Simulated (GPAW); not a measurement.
# Work function of Li/Al(100) at several levels

How far do functional and basis move the work function of Li/Al(100)?

Method: GPAW, PAW setups; slab in vacuum, relaxation, in the first sound run; inputs show where later runs differ, in GPAW 26.7.0.

### Step 1. Starting point

The cell holds 5 atoms: 4 Al and 1 Li. Its edges and angles: a = 2.864 Å, b = 2.864 Å, c = 26.263 Å, α = 90.0°, β = 90.0°, γ = 90.0°. Vacuum lies along c.

Structure file:

```
Al Li
1.0
     2.86378    0.00000    0.00000
     0.00000    2.86378    0.00000
     0.00000    0.00000   26.26253
Al Li
4 1
Cartesian
  1.4319 1.4319 9.0000
  0.0000 0.0000 11.0250
  1.4319 1.4319 13.0500
  0.0000 0.0000 15.0750
  1.4319 0.0000 17.2625
```

### Step 2. Relaxation

The atoms are relaxed first, since the surface dipole, and with it the work function, follows the positions of the outer layers. The lowest 2 atoms are held at bulk positions and keep their forces.

run.py reads:

```python
import json
import numpy as np
from ase import Atoms
from ase.constraints import FixAtoms
from ase.optimize import BFGS
from gpaw import GPAW, PW

slab = Atoms(
    ['Al', 'Al', 'Al', 'Al', 'Li'],
    positions=[
        [1.43189, 1.43189, 9.00000],
        [0.00000, 0.00000, 11.02500],
        [1.43189, 1.43189, 13.05000],
        [0.00000, 0.00000, 15.07500],
        [1.43189, 0.00000, 17.26253]],
    cell=[[2.86378, 0.0, 0.0], [0.0, 2.86378, 0.0], [0.0, 0.0, 26.26253]],
    pbc=[True, True, False])

slab.calc = GPAW(mode=PW(400), xc='PBE', kpts={'size': (11, 11, 1), 'gamma': True},
                 occupations={'name': 'fermi-dirac', 'width': 0.1}, nbands='300%',
                 convergence={'density': 1e-05}, maxiter=200,
                 poissonsolver={'dipolelayer': 'xy'},
                 symmetry={'tolerance': 1e-3, 'extra_ids': [1, 1, 0, 0, 0]}, txt='slab.txt')
result = {}
slab.set_constraint(FixAtoms([0, 1]))
path = []
opt = BFGS(slab, maxstep=0.2)
opt.attach(lambda: path.append((slab.get_potential_energy(), slab.positions.tolist(), slab.get_forces().tolist())))
result['relaxed'] = bool(opt.run(fmax=0.03, steps=40))
result['path'] = path
energy = slab.get_potential_energy()
fermi = slab.calc.get_fermi_level()
v = slab.calc.get_electrostatic_potential().mean((0, 1)) - fermi
n = slab.calc.get_pseudo_density().mean((0, 1))
L = slab.cell[2, 2]
z = np.arange(len(v)) * L / len(v)
low, high = slab.positions[:, 2].min(), slab.positions[:, 2].max()
below, above = np.interp([low - 6.8, high + 6.8], z, v)
slopes = [np.interp(x, z, np.gradient(v, z)) for x in (low - 6.8, high + 6.8)]
eps = np.array([[slab.calc.get_eigenvalues(k, s) for k in range(len(slab.calc.get_ibz_k_points()))]
                for s in range(slab.calc.get_number_of_spins())]) - fermi
top, bottom = eps[eps < 0].max(), eps[eps > 0].min()
dipole = slab.get_dipole_moment()[2]
print(f'energy {energy:.4f} eV, Fermi level {fermi:.4f} eV, dipole {dipole:.5f} e A')
print(f'potential 6.8 A off the faces, from the Fermi level: lower {below:.4f} eV, upper {above:.4f} eV')
print(f'slope of the potential there: lower {slopes[0]:.5f}, upper {slopes[1]:.5f} eV/A')
print(f'nearest levels on the mesh: {top:.4f} and {bottom:.4f} eV')
print('magnetic moment', round(slab.get_magnetic_moment(), 3))
result.update(energy=energy, fermi=fermi, dipole=dipole, below=below, above=above, slopes=slopes, edges=[top, bottom],
              z=z.tolist(), v=v.tolist(), n=n.tolist(), positions=slab.positions.tolist(),
              forces=slab.get_forces(apply_constraint=False).tolist(), moments=slab.get_magnetic_moments().tolist())
json.dump(result, open('result.json', 'w'))
```

Started as:

```
OMP_NUM_THREADS=1 OPENBLAS_NUM_THREADS=1 python run.py
```

What it wrote:

```text
Step          Energy          fmax
BFGS:    0      -15.959557        0.373979
BFGS:    1      -15.962544        0.349910
BFGS:    2      -15.979432        0.120211
BFGS:    3      -15.980193        0.123252
BFGS:    4      -15.981500        0.154510
BFGS:    5      -15.983116        0.155681
BFGS:    6      -15.984563        0.117121
BFGS:    7      -15.985323        0.094887
BFGS:    8      -15.985735        0.112479
BFGS:    9      -15.986184        0.116464
BFGS:   10      -15.987175        0.109933
BFGS:   11      -15.988828        0.084367
BFGS:   12      -15.990611        0.067331
BFGS:   13      -15.991407        0.031164
BFGS:   14      -15.991538        0.006066
energy -15.9470 eV, Fermi level -0.1121 eV, dipole 0.02753 e A
potential 6.8 A off the faces, from the Fermi level: lower 4.3325 eV, upper 3.7253 eV
slope of the potential there: lower -0.00005, upper 0.00006 eV/A
nearest levels on the mesh: -0.0216 and 0.0019 eV
magnetic moment 0.0
```

Elapsed: 21 min, on 1 thread of Arm Neoverse N1, shared host; peak memory 0.24 GiB.

Relaxation path:

```
step  energy less that of the first step (eV)  largest force (eV/Å)
   1                                   0.0000                0.3740
   2                                  -0.0030                0.3499
   3                                  -0.0196                0.1202
   4                                  -0.0204                0.1233
   5                                  -0.0218                0.1545
   6                                  -0.0236                0.1557
   7                                  -0.0252                0.1171
   8                                  -0.0262                0.0949
   9                                  -0.0267                0.1125
  10                                  -0.0272                0.1165
  11                                  -0.0284                0.1099
  12                                  -0.0302                0.0844
  13                                  -0.0321                0.0673
  14                                  -0.0329                0.0312
  15                                  -0.0330                0.0061
```

The atoms that moved most (Å):

```
atom     dx     dy     dz  length
 Li5  0.000  0.000  0.223   0.223
 Al4  0.000  0.000  0.055   0.055
 Al3  0.000  0.000  0.030   0.030
```

The relaxed structure:

```xyz
5
Lattice="2.8638 0.0000 0.0000 0.0000 2.8638 0.0000 0.0000 0.0000 26.2625" Properties=species:S:1:pos:R:3
Al    1.4319    1.4319    9.0000
Al    0.0000    0.0000   11.0250
Al    1.4319    1.4319   13.0802
Al    0.0000    0.0000   15.1305
Li    1.4319    0.0000   17.4855
```

This step gave:

| Quantity | Value |
| --- | --- |
| dipole along the normal | 0.02753 e·Å |
| levels nearest the Fermi level on the mesh | -0.02155, 0.001897 eV from the Fermi level |
| upper work function | 3.725 eV |
| lower work function | 4.333 eV |

Electrostatic potential energy of an electron (without an applied field's), less the Fermi level, planar mean against z:

```
z (Å)  electrostatic potential energy of an electron (without an applied field's), less the Fermi level, planar mean (eV)
  0.0                                                                                                                4.03
  0.5                                                                                                                4.33
  1.0                                                                                                                4.33
  1.5                                                                                                                4.33
  2.0                                                                                                                4.33
  2.5                                                                                                                4.33
  3.0                                                                                                                4.33
  3.5                                                                                                                4.33
  4.0                                                                                                                4.33
  4.5                                                                                                                4.33
  5.0                                                                                                                4.33
  5.5                                                                                                                4.33
  6.0                                                                                                                4.31
  6.5                                                                                                                4.24
  7.0                                                                                                                4.01
  7.5                                                                                                                3.19
  8.0                                                                                                               0.613
  8.5                                                                                                               -6.09
  9.0                                                                                                               -13.2
  9.5                                                                                                               -6.58
 10.0                                                                                                               -2.05
 10.5                                                                                                               -6.19
 11.0                                                                                                               -13.4
 11.5                                                                                                               -7.03
 12.0                                                                                                               -1.84
 12.5                                                                                                               -5.22
 13.0                                                                                                               -13.1
 13.5                                                                                                               -8.05
 14.0                                                                                                               -2.07
 14.5                                                                                                               -4.52
 15.0                                                                                                               -12.6
 15.5                                                                                                               -8.63
 16.0                                                                                                              -0.769
 16.5                                                                                                                1.34
 17.0                                                                                                              -0.811
 17.5                                                                                                               -3.61
 18.0                                                                                                               -1.26
 18.5                                                                                                                1.30
 19.0                                                                                                                2.66
 19.5                                                                                                                3.29
 20.0                                                                                                                3.56
 20.5                                                                                                                3.66
 21.0                                                                                                                3.70
 21.5                                                                                                                3.72
 22.0                                                                                                                3.72
 22.5                                                                                                                3.72
 23.0                                                                                                                3.72
 23.5                                                                                                                3.73
 24.0                                                                                                                3.73
 24.5                                                                                                                3.73
 25.0                                                                                                                3.73
 25.5                                                                                                                3.73
 26.0                                                                                                                3.81
```

The pseudo valence density, planar mean oscillates, so the rows of the table below give means over windows of 1 Å about each position, cut where the curve ends. Its maxima inside the range that stand out by 2 % of the span (Å: e/Å³): 8.6: 0.162, 10.3: 0.199, 12.4: 0.197, 14.5: 0.197, 15.5: 0.166, 17.9: 0.0411. Its minima: 9.0: 0.129, 11.1: 0.137, 13.0: 0.130, 15.1: 0.123, 17.4: 0.0321.

Pseudo valence density, planar mean against z; means over each step:

```
z (Å)  pseudo valence density, planar mean (e/Å³)
    4                                      6.9e-6
    5                                      9.4e-5
    6                                     0.00122
    7                                      0.0147
    8                                      0.0951
    9                                       0.154
   10                                       0.197
   11                                       0.162
   12                                       0.194
   13                                       0.162
   14                                       0.194
   15                                       0.157
   16                                       0.135
   17                                      0.0628
   18                                      0.0353
   19                                      0.0163
   20                                     0.00384
   21                                      6.2e-4
   22                                      8.4e-5
   23                                      1.0e-5
```

The relaxation lowered the energy of the cell by 0.0330 eV (energies extrapolated to zero smearing; the optimiser's log prints free energies). The largest force left on a free atom is 0.0061 eV/Å.

### Step 3. Plane waves, PBE

The work function is the vacuum plateau of the electrostatic potential less the Fermi level; a dipole layer lets the two faces have plateaus of their own.

This step: GPAW, PAW setups; slab in vacuum (GPAW 26.7.0).

run.py, as its differences from that of step 2:

```diff
@@ -3,4 +3,2 @@
 from ase import Atoms
-from ase.constraints import FixAtoms
-from ase.optimize import BFGS
 from gpaw import GPAW, PW
@@ -12,5 +10,5 @@
         [0.00000, 0.00000, 11.02500],
-        [1.43189, 1.43189, 13.05000],
-        [0.00000, 0.00000, 15.07500],
-        [1.43189, 0.00000, 17.26253]],
+        [1.43189, 1.43189, 13.08023],
+        [0.00000, 0.00000, 15.13047],
+        [1.43189, 0.00000, 17.48545]],
     cell=[[2.86378, 0.0, 0.0], [0.0, 2.86378, 0.0], [0.0, 0.0, 26.26253]],
@@ -22,10 +20,4 @@
                  poissonsolver={'dipolelayer': 'xy'},
-                 symmetry={'tolerance': 1e-3, 'extra_ids': [1, 1, 0, 0, 0]}, txt='slab.txt')
+                 symmetry={'tolerance': 1e-3}, txt='slab.txt')
 result = {}
-slab.set_constraint(FixAtoms([0, 1]))
-path = []
-opt = BFGS(slab, maxstep=0.2)
-opt.attach(lambda: path.append((slab.get_potential_energy(), slab.positions.tolist(), slab.get_forces().tolist())))
-result['relaxed'] = bool(opt.run(fmax=0.03, steps=40))
-result['path'] = path
 energy = slab.get_potential_energy()
```

What it wrote:

```text
energy -15.9470 eV, Fermi level -0.1122 eV, dipole 0.02750 e A
potential 6.8 A off the faces, from the Fermi level: lower 4.3326 eV, upper 3.7253 eV
slope of the potential there: lower -0.00005, upper 0.00006 eV/A
nearest levels on the mesh: -0.0216 and 0.0019 eV
magnetic moment 0.0
```

It took 1.9 min on 1 thread; peak memory 0.23 GiB.

Numbers from this step:

```yaml
dipole_along_the_normal: 0.02750 e·Å
levels_nearest_the_fermi_level_on_the_mesh: -0.02155, 0.001893 eV from the Fermi level
```

The electrostatic potential energy of an electron (without an applied field's), less the Fermi level, planar mean oscillates, so the rows of the table below give means over windows of 2.1 Å about each position, cut where the curve ends. Its maxima inside the range that stand out by 2 % of the span (Å: eV): 10.0: -2.04, 12.1: -1.76, 14.1: -1.84, 16.5: 1.35. Its minima: 9.0: -13.3, 11.0: -13.5, 13.1: -13.4, 15.1: -13.4, 17.5: -3.63.

The electrostatic potential energy of an electron (without an applied field's), less the Fermi level, planar mean by z; means over each step:

z (Å), electrostatic potential energy of an electron (without an applied field's), less the Fermi level, planar mean (eV) and a bar from the least value:
```
     1.05        4.3 ##############################
     3.15        4.3 ##############################
     5.25        4.3 ##############################
     7.35        2.5 #########################
     9.45       -6.9 
    11.55       -7.0 
    13.65       -7.0 
    15.75       -5.0 #####
    17.85       -0.9 ################
    19.95        3.4 ############################
    22.05        3.7 ############################
    24.15        3.7 ############################
```

Pseudo valence density, planar mean against z:

```
z (Å)  pseudo valence density, planar mean (e/Å³)
  4.5                                      1.9e-5
  5.0                                      7.0e-5
  5.5                                      2.6e-4
  6.0                                      9.5e-4
  6.5                                     0.00331
  7.0                                      0.0117
  7.5                                      0.0368
  8.0                                      0.0924
  8.5                                       0.156
  9.0                                       0.131
  9.5                                       0.194
 10.0                                       0.196
 10.5                                       0.198
 11.0                                       0.137
 11.5                                       0.188
 12.0                                       0.194
 12.5                                       0.195
 13.0                                       0.134
 13.5                                       0.184
 14.0                                       0.194
 14.5                                       0.197
 15.0                                       0.141
 15.5                                       0.160
 16.0                                       0.139
 16.5                                      0.0933
 17.0                                      0.0651
 17.5                                      0.0325
 18.0                                      0.0400
 18.5                                      0.0267
 19.0                                      0.0158
 19.5                                     0.00785
 20.0                                     0.00340
 20.5                                     0.00137
 21.0                                      5.2e-4
 21.5                                      1.9e-4
 22.0                                      7.0e-5
 22.5                                      2.5e-5
 23.0                                      8.5e-6
```

Force by atom:

```
atom  x (eV/Å)  y (eV/Å)  z (eV/Å)   size
 Al1     0.000     0.000    -0.157  0.157
 Al2     0.000     0.000     0.162  0.162
 Al3     0.000     0.000    -0.002  0.002
 Al4     0.000     0.000    -0.006  0.006
 Li5     0.000     0.000     0.003  0.003
```

The potential is flat to 5.7e-5 eV/Å where it is read, so the vacuum is wide enough.

[end of part 1 of 3]

[Logs are printed without paths, hosts, clocks, repeated set-up lines and the standing remarks that a program may print on its own settings, such as how far it seeks lower states.]

[Hosts, paths, dates, database ids (printed as entryN), source tags and the programs' standing remarks are cut or masked in the printed files.]
